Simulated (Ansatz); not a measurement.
**CaO (Fm-3m):Sc_Ca, thermodynamic levels from a 54-atom cell**

Wanted: the transition levels of a substitutional impurity in CaO (Fm-3m), from a cell of 54 host atoms with 1 Ca taken out and 1 Sc put in.

Method: place-levels on r2SCAN runs: charge-transition levels and formation energies with image-charge correction and potential alignment at the atomic sites; PAW set soft_1, in Ansatz 0.2.0.

### 1. The structure

The cell holds 54 atoms: 26 Ca, 27 O and 1 Sc. Its edges and angles: a = 10.173 Å, b = 10.173 Å, c = 10.173 Å, α = 60.0°, β = 60.0°, γ = 60.0°. It derives from CaO (space group Fm-3m). Nearest the centre at fractional (0.667, 0.667, 0.333): Sc51 at 0.00 Å, O28 at 2.40 Å, O44 at 2.40 Å, O32 at 2.40 Å, O34 at 2.40 Å, O46 at 2.40 Å, O50 at 2.40 Å, Ca21 at 3.39 Å.

The host's dielectric constants go in as inputs: 3.85 for the electrons alone, 16.67 with the ions, computed on the host (DFPT, PBEsol, on the r2SCAN cell), and a cell off the functional's own equilibrium shifts the ionic part.

The cell's shortest repeat is 10.2 Å.

### 2. Charge states

Levels follow from differences of total energies between charge states, each relaxed by itself.

Each atom starts 0.05 Å or so off its site in a random direction: a symmetric start keeps its symmetry, and would miss off-centre moves and Jahn–Teller distortions. Forces are taken at one point at (¼, ¼, ¼). The cell holds 1 electron more than the neutral one, with a uniform background that keeps it neutral on the whole.

The sampling was tested on the host first: at the k-points planned (1x1x1 shifted 0.25 0.25 0.25) its energy lies 0.005 eV an atom from the dense-mesh value, under the bound of 0.02 eV set for this test; that bounds the host's error, not the defect's.

One of the inputs; charge, spin and start change from state to state.

qm1.relax/input.yaml

```yaml
crystal:
  lattice:
    - [0.0, 7.19307716, 7.19307716]
    - [7.19307716, 0.0, 7.19307716]
    - [7.19307716, 7.19307716, 0.0]
  atoms:
    - { symbol: Ca, position: [0.0, 0.0, 0.0] }
    - { symbol: O, position: [0.16666667, 0.16666667, 0.16666667] }
[... 6 atom lines left out ...]
    - { symbol: Ca, position: [0.0, 0.33333333, 0.33333333] }
[... 3 atom lines left out ...]
    - { symbol: Ca, position: [0.0, 0.66666667, 0.0] }
[... 1 atom line left out ...]
    - { symbol: Ca, position: [0.0, 0.66666667, 0.33333333] }
[... 5 atom lines left out ...]
    - { symbol: Ca, position: [0.33333333, 0.0, 0.33333333] }
[... 4 atom lines left out ...]
    - { symbol: O, position: [0.5, 0.5, 0.16666667] }
[... 1 atom line left out ...]
    - { symbol: O, position: [0.5, 0.5, 0.5] }
[... 3 atom lines left out ...]
    - { symbol: O, position: [0.5, 0.83333333, 0.16666667] }
    - { symbol: Ca, position: [0.33333333, 0.66666667, 0.33333333] }
    - { symbol: O, position: [0.5, 0.83333333, 0.5] }
    - { symbol: Ca, position: [0.33333333, 0.66666667, 0.66666667] }
[... 1 atom line left out ...]
    - { symbol: Ca, position: [0.66666667, 0.0, 0.0] }
[... 1 atom line left out ...]
    - { symbol: Ca, position: [0.66666667, 0.0, 0.33333333] }
[... 4 atom lines left out ...]
    - { symbol: O, position: [0.83333333, 0.5, 0.16666667] }
    - { symbol: Ca, position: [0.66666667, 0.33333333, 0.33333333] }
    - { symbol: O, position: [0.83333333, 0.5, 0.5] }
    - { symbol: Ca, position: [0.66666667, 0.33333333, 0.66666667] }
[... 1 atom line left out ...]
    - { symbol: Ca, position: [0.66666667, 0.66666667, 0.0] }
    - { symbol: O, position: [0.83333333, 0.83333333, 0.16666667] }
    - { symbol: Sc, position: [0.66666667, 0.66666667, 0.33333333] }
[... 1 atom line left out ...]
    - { symbol: Ca, position: [0.66666667, 0.66666667, 0.66666667] }
    - { symbol: O, position: [0.83333333, 0.83333333, 0.83333333] }
  host:
    repeats: [3, 3, 3]
    atoms:
      - { symbol: Ca, position: [0.0, 0.0, 0.0] }
      - { symbol: O, position: [0.5, 0.5, 0.5] }
total_charge: -1
basis:
  ecutwfc: 500
  xc_grid: 2
hamiltonian:
  xc: r2scan
  pseudopotentials: { kind: paw, azcp: { folder: soft_1 } }
kpoints:
  mp_grid: { grid: [1, 1, 1], shift: [0.25, 0.25, 0.25] }
scf:
  occupations: { method: fixed }
  max_iter: 80
output:
  forces: true
  charged_corrections:
    epsilon: 3.85
    static_epsilon: 16.67
    defect_position: [0.666667, 0.666667, 0.333333]
relax:
  f_tol: 0.02
  max_steps: 80
  random_displacement: { amplitude: 0.05, seed: 5617 }
checkpoint:
  write: "../qm1.relax.run"
  compress: false
  write_wavefunctions: true
  write_every: 100000
```

Run with:

```
$ ansatz run input.yaml --threads 4 --pin off --max-ram 15073MiB --backend cpu --events-out ev --progress --plain --runs-dir out
```

Defect states can disperse in a cell of this size, so the energy is taken again at a 2×2×2 shifted mesh, on the relaxed structure.

The run of this state that the levels use, under r2SCAN:

qm1.point/input.yaml

```yaml
crystal:
  checkpoint: "../qm1.relax.run"
  host: checkpoint
total_charge: -1
basis:
  ecutwfc: 500
  xc_grid: 2
hamiltonian:
  xc: r2scan
  pseudopotentials: { kind: paw, azcp: { folder: soft_1 } }
kpoints:
  mp_grid: { grid: [2, 2, 2], shift: [0.5, 0.5, 0.5] }
scf:
  occupations: { method: fermi_dirac, width: 0.01 }
  max_iter: 80
output:
  forces: true
  eigenvalues: true
  charged_corrections:
    epsilon: 3.85
    static_epsilon: 16.67
    defect_position: [0.666667, 0.666667, 0.333333]
  eigenstates: { localisation: true }
  populations: true
  band_densities: [{ bands: [v1, v1] }, { bands: [c1, c1] }]
  write_density: true
  write_potential: true
  volumetric_format: npy
  elf: true
checkpoint:
  read: "../qm1.relax.run"
  write: "../qm1.point.run"
  compress: false
  write_wavefunctions: false
  write_every: 100000
```

Relaxations under r2SCAN at one point at (¼, ¼, ¼); times on 4 threads of Intel Xeon Platinum 8259CL at 2.50GHz (Skylake/Cascade Lake), shared host:

```
charge  moment (μB)  occupations    outcome  steps  largest displacement against the far atoms (Å)     time
    −1            0        fixed  converged      9                                            0.16    2 min
    −1            2        fixed  converged      8                                            0.11  4.9 min
     0            1        fixed  converged     14                                            0.18  9.4 min
    +1            0        fixed  converged      4                                            0.19     61 s
```

Single points under r2SCAN at a 2×2×2 shifted mesh; times on 4 threads of Intel Xeon Platinum 8259CL at 2.50GHz (Skylake/Cascade Lake), shared host:

| charge | moment (μB) | occupations | outcome | time |
| --- | --- | --- | --- | --- |
| −1 | 0 | fermi-dirac | converged | 79 s |
| −1 | 2 | fermi-dirac | converged | 4.5 min |
| 0 | 1 | fermi-dirac | converged | 3.3 min |
| +1 | 0 | fermi-dirac | converged | 68 s |

Distances (Å) from Sc51 to the nearest atoms after relaxation with r2SCAN:

| charge | moment (μB) | 1. | 2. | 3. | 4. | 5. | 6. |
| --- | --- | --- | --- | --- | --- | --- | --- |
| −1 | 0 | O 2.24 | O 2.24 | O 2.27 | O 2.27 | O 2.27 | O 2.27 |
| −1 | 2 | O 2.29 | O 2.29 | O 2.29 | O 2.29 | O 2.29 | O 2.29 |
| 0 | 1 | O 2.22 | O 2.22 | O 2.29 | O 2.29 | O 2.29 | O 2.29 |
| +1 | 0 | O 2.21 | O 2.21 | O 2.21 | O 2.21 | O 2.21 | O 2.22 |

### 3. Placing the levels, r2SCAN

A charged cell interacts with its images and the background, and its potential has another zero than the host's. place-levels removes the first by a point-charge model, screened by the static dielectric constant since the ions have relaxed around the charge, and the second by comparing potentials at atoms far from the defect.

The host is a run of the defect-free crystal in the same cutoffs, grids and k-points, so that basis and sampling errors cancel in part in the differences. The host is run in a cell of 2 atoms on a matching mesh. Its band edges are searched through the zone by a band path, so the gap is smaller than, or equal to, that on the mesh. Chemical potentials are energies per atom of Ca (fcc) and Sc (hcp), run with the same functional and cutoff.

levels.point.yaml

```yaml
host:
  run: host.point.run
states: [qm1.point.run, qm1_M2.point.run, q0_M1.point.run, qp1.point.run]
geometry_from:
  qm1.point.run: qm1.relax.run
  qm1_M2.point.run: qm1_M2.relax.run
  q0_M1.point.run: q0_M1.relax.run
  qp1.point.run: qp1.relax.run
chemical_potentials:
  Ca:
    energy: -1821.671293
    dataset: <sha256 of the dataset>
  Sc:
    energy: -2140.560492
    dataset: <sha256 of the dataset>
epsilon: 3.85
static_epsilon: 16.67
vertical:
  - { from: qm1.point.run, to: qm1.point_neutral.run }
  - { from: qm1_M2.point.run, to: qm1_M2.point_neutral.run }
  - { from: qp1.point.run, to: qp1.point_neutral.run }
```

Run with:

```
$ ansatz place-levels levels.point.yaml -- --threads 4 --pin off --max-ram 15073MiB
```

Numbers of over 12 decimals in the logs are rounded to 6 here.

Output:

```text
[... repeated set-up lines and file paths are left out, and long positions are rounded to six places ...]
(+1/0) 4.239 eV above the valence edge, in the conduction band; not on the lower envelope
(0/-1) 4.229 eV above the valence edge (+4.428 eV without the band-filling correction), in the conduction band; not on the lower envelope
(+1/-1) 4.234 eV above the valence edge (+4.333 eV without the band-filling correction), in the conduction band: charges between them are lowest nowhere
formation energy of charge +1: -3.537 eV with the Fermi level at the valence edge
formation energy of charge 0: +0.702 eV with the Fermi level at the valence edge
formation energy of charge -1: +4.931 eV with the Fermi level at the valence edge
vertical -1 to 0: no energy, since no alignment is typed
  the change from vertical[0].from (qm1.point.run) to vertical[0].to (qm1.point_neutral.run): by its potential at epsilon 3.85 it stands at 0.668 0.667 0.333, with an rms radius of about 6.0 Å (3.5 3.5 3.5 Å across the planes of the cell's vectors); [...]
vertical -1 to 0: no energy, since no alignment is typed
  the change from vertical[1].from (qm1_M2.point.run) to vertical[1].to (qm1_M2.point_neutral.run): by its potential at epsilon 3.85 it stands at 0.666 0.667 0.333, with an rms radius of about 4.1 Å (2.5 2.3 2.3 Å across the planes of the cell's vectors); [...]
vertical +1 to 0: no energy, since no alignment is typed
  the change from vertical[2].from (qp1.point.run) to vertical[2].to (qp1.point_neutral.run): by its potential at epsilon 3.85 it stands at 0.669 0.665 0.333, with an rms radius of about 5.3 Å (3.1 3.1 3.1 Å across the planes of the cell's vectors); [...]
  edges by r2scan, gap 4.197 eV; the host is sampled to repeats of 20.35 Å
  the defect's cells are sampled to repeats of 20.35 Å, like sampling
  charge +1: -64970.3943 eV with its correction of +0.154 eV, at epsilon 16.67, aligned at sites: +0.0159 eV, mean over 21 atomic sites at or beyond 5.09 Å from the defect at [0.6667, 0.6667, 0.3333], with +0.000000 for the charge's moments and without [...]
  charge 0: +0.000 eV for its dipole among its images, +0.000 omitted
  charge -1: -64946.8537 eV with its correction of +0.051 eV, at epsilon 16.67, aligned at sites: +0.0871 eV, mean over 21 atomic sites at or beyond 5.09 Å from the defect at [0.6667, 0.6667, 0.3333], with -0.000000 for the charge's moments and without [...]
  states[0] (qm1.point.run): levels filled in part (TS 0.003 eV): its energy is of no whole electron's
  charge -1: states[1] (qm1_M2.point.run) stands 0.244 eV higher, with a moment of 2.00 μB against 0.00
  of states[3] (qp1.point.run): how wide its charge is, is not read beside other atoms or cores, and a band state would take no correction. [...]
  of states[2] (q0_M1.point.run): its alignment with the host at atomic sites is doubtful: the cell is too small to show whether the defect's potential has decayed: take a larger one; stability_check_not_made
  of states[0] (qm1.point.run): it parts from the run at its places by a charge that spreads by about 3.5 Å along one vector (1.4 Å or more is wide), by its potential at epsilon 3.85, taken for that of held ions (one typed too small widens it), where the cell [...]
  of states[1] (qm1_M2.point.run): it parts from the run at its places by a charge that spreads by about 2.5 Å along one vector (1.4 Å or more is wide), by its potential at epsilon 3.85, taken for that of held ions (one typed too small widens it), where the [...]
  vertical[0].from (qm1.point.run): levels filled in part (TS 0.003 eV): its energy is of no whole electron's
  of vertical[0].from (qm1.point.run): it parts from the run at its places by a charge that spreads by about 3.5 Å along one vector (1.4 Å or more is wide), by its potential at epsilon 3.85, taken for that of held ions (one typed too small widens it), where [...]
  of vertical[0].to (qm1.point_neutral.run): its moments are held at its close (magnetization.spin_locking), by a field of 0.002 eV a Bohr magneton, and its energy and levels are of the state that this holds: a run that lets them go can end lower; [...]
  of vertical[1].from (qm1_M2.point.run): its moments are held at its close (magnetization.spin_locking), by a field of 0.169 eV a Bohr magneton, and its energy and levels are of the state that this holds: a run that lets them go can end lower; [...]
  of vertical[1].to (qm1_M2.point_neutral.run): stability_check_not_made
  of vertical[2].from (qp1.point.run): it parts from the run at its places by a charge that spreads by about 3.1 Å along one vector (1.4 Å or more is wide), by its potential at epsilon 3.85, taken for that of held ions (one typed too small widens it), where [...]
  vertical[2].to (qp1.point_neutral.run): levels filled in part (TS 0.004 eV): its energy is of no whole electron's
  of vertical[2].to (qp1.point_neutral.run): its moments are held at its close (magnetization.spin_locking), by a field of 0.072 eV a Bohr magneton, and its energy and levels are of the state that this holds: a run that lets them go can end lower; [...]
```

It took 0.62 s on 4 threads of Intel Xeon Platinum 8259CL at 2.50GHz (Skylake/Cascade Lake), shared host.

Levels between the charges placed, in eV above the valence top:

|  | gap (eV) | (+1/0) | (0/−1) |
| --- | --- | --- | --- |
| r2SCAN | 4.20 | 4.24 | 4.23 |

Corrections by state:

```csv
charge,moment (μB),image terms and alignment (eV),band filling (eV),ε used,"over the lowest of its charge, as the program ranks them, band filling apart (eV)"
+1,0.0,0.154,-,16.67,0.000
0,1.0,0.000,-,-,0.000
−1,0.0,0.051,-0.199,16.67,0.000
−1,2.0,0.074,-,16.67,0.244
```

The charged structures listed were also run neutral, and place-levels reads from each pair, by the potential or the spins, how wide the charge is by which they differ; that can be the carrier of either run.

```csv
charge,rms radius (Å),spread where it is widest against the cell (Å),wide from (Å),reading
+1,5.3,3.06,1.44,wide
−1,6.0,3.48,1.44,wide
```

The neutral runs of these pairs need not share the spin of the lowest neutral state, and very wide values only mean spread over the cell.

From the program's caveats on the states, each cut to its opening words:

- charge +1: how wide its charge is, is not read beside other atoms or cores, and a band state would take no correction
- charge +1, 0 (1 μB), −1, −1 (2 μB): its alignment with the host at atomic sites is doubtful: the cell is too small to show whether the defect's potential has decayed: take a larger one
- charge 0 (1 μB), −1 (2 μB): flagged: stability check not made
- charge −1: it parts from the run at its places by a charge that spreads by about 3.5 Å along one vector (1.4 Å or more is wide), by its potential at epsilon 3.85, taken [...]
- charge −1: a band-filling correction moves a carrier to the host's band edge, which changes its energy by -0.199 eV
- charge −1: the host's ions (past the first shell or, of a walk that freed a part, those that it held) aren't shown at rest: they stand up to 0.022 Å off their sites, 0.24 [...]
- charge −1 (2 μB): it parts from the run at its places by a charge that spreads by about 2.5 Å along one vector (1.4 Å or more is wide), by its potential at epsilon 3.85, taken [...]
- charge −1 (2 μB): its moments are held at its close (magnetization.spin_locking), by a field of 0.169 eV a Bohr magneton, and its energy and levels are of the state that this [...]

Formation energies (eV), elemental references (Δμ(Ca) = 0.00 eV, Δμ(Sc) = 0.00 eV):

| charge | Fermi level at the valence top | at the conduction bottom |
| --- | --- | --- |
| +1 | -3.54 | 0.66 |
| 0 | 0.70 | 0.70 |
| −1 | 4.93 | 0.73 |

### 4. Effect of the sampling

The relaxations' own energies give the levels at their sampling, for comparison.

levels.relax_mesh.yaml

```yaml
host:
  run: host.relax.run
states: [qm1.relax.run, qm1_M2.relax.run, q0_M1.relax.run, qp1.relax.run]
chemical_potentials:
  Ca:
    energy: -1821.671293
    dataset: <sha256 of the dataset>
  Sc:
    energy: -2140.560492
    dataset: <sha256 of the dataset>
```

Run with:

```
$ ansatz place-levels levels.relax_mesh.yaml -- --threads 4 --pin off --max-ram 15073MiB
```

Output:

```text
[...]
formation energy of charge +1: -3.530 eV with the Fermi level at the valence edge
formation energy of charge 0: +0.744 eV with the Fermi level at the valence edge
formation energy of charge -1: +4.970 eV with the Fermi level at the valence edge
  edges by r2scan, gap 4.183 eV; the host is sampled to repeats of 10.17 Å
[... the lines on each state left out ...]
```

Run time: 0.18 s. Hardware: 4 threads.

Levels between neighbouring charges, in eV above the valence top:

```csv
,gap (eV),(+1/0),(0/−1)
"one point at (¼, ¼, ¼)",4.18,4.27,4.23
a 2×2×2 shifted mesh,4.20,4.24,4.23
```

Going from one point at (¼, ¼, ¼) to a 2×2×2 shifted mesh moves formation energies against the elements by up to 0.04 eV; band-filling terms, which differ between samplings, are in these energies.

### 5. What came out

```yaml
gap_of_the_host: 4.20 eV (r2SCAN)
level_plus_1_over_0: 4.24 eV above the valence top, past the conduction bottom, not a change between lowest states
level_0_minus_1: 4.23 eV above the valence top, past the conduction bottom, not a change between lowest states (4.43 eV above the valence top without the band-filling term)
lowest_of_the_charges_placed_just_above_the_valence_top_0p02_ev: +1
lowest_of_the_charges_placed_just_below_the_conduction_bottom_0p02_ev: +1
lowest_formation_energy_at_mid_gap_of_the_charges_run_elemental_references: -1.44 eV
```

In words: Of the charges placed (−1, 0 and +1), +1 is the lowest from 0.02 eV above the valence top to 0.02 eV below the conduction bottom, a gap of 4.20 eV. (+1/0) lies 0.04 eV from a band edge, less than the doubt on such levels. Charges above +1 were not placed, so these runs say nothing of levels that involve them. States placed: +1 at 0 μB; 0 at 1 μB; −1 at 0 μB and 2 μB. Other spin states or structures, where not listed, weren't placed. The program finds carriers beyond a band edge of the host and adds a band-filling term at charge −1 (-0.20 eV); steps to such a charge show no bound level, and a defect level inside a band would be read the same way. Sc is taken at its element; compounds, which aren't counted here, bound the chemical potentials and would shift these formation energies. Going from one point at (¼, ¼, ¼) to a 2×2×2 shifted mesh moves formation energies against the elements by up to 0.04 eV; band-filling terms, which differ between samplings, are in these energies. The program doubts the alignment of potentials for at least one state, a sign that the cell is small. Limits: r2SCAN makes the gap too small and tends to spread out bound carriers; where a gas molecule sets a chemical potential or the host's formation energy, its binding is uncorrected; force components of up to 0.25 eV/Å remain in a run at the final settings.

[Logs are printed without paths, hosts, clocks, repeated set-up lines and the standing remarks that a program may print on its own settings, such as how far it seeks lower states.]

[Hosts, paths, dates, database ids (printed as entryN), source tags and the programs' standing remarks are cut or masked in the printed files.]

[Where a table of states has a column of steps, it counts the stored structures, which are thinned; the runs took as many ionic steps or more.]

[A defect's name tells the site on which it was built; relaxed atoms can leave that site.]

[For some hosts the program warned that the k-mesh of the response run may be too coarse for force constants and the static dielectric constant; such warnings are not shown here.]
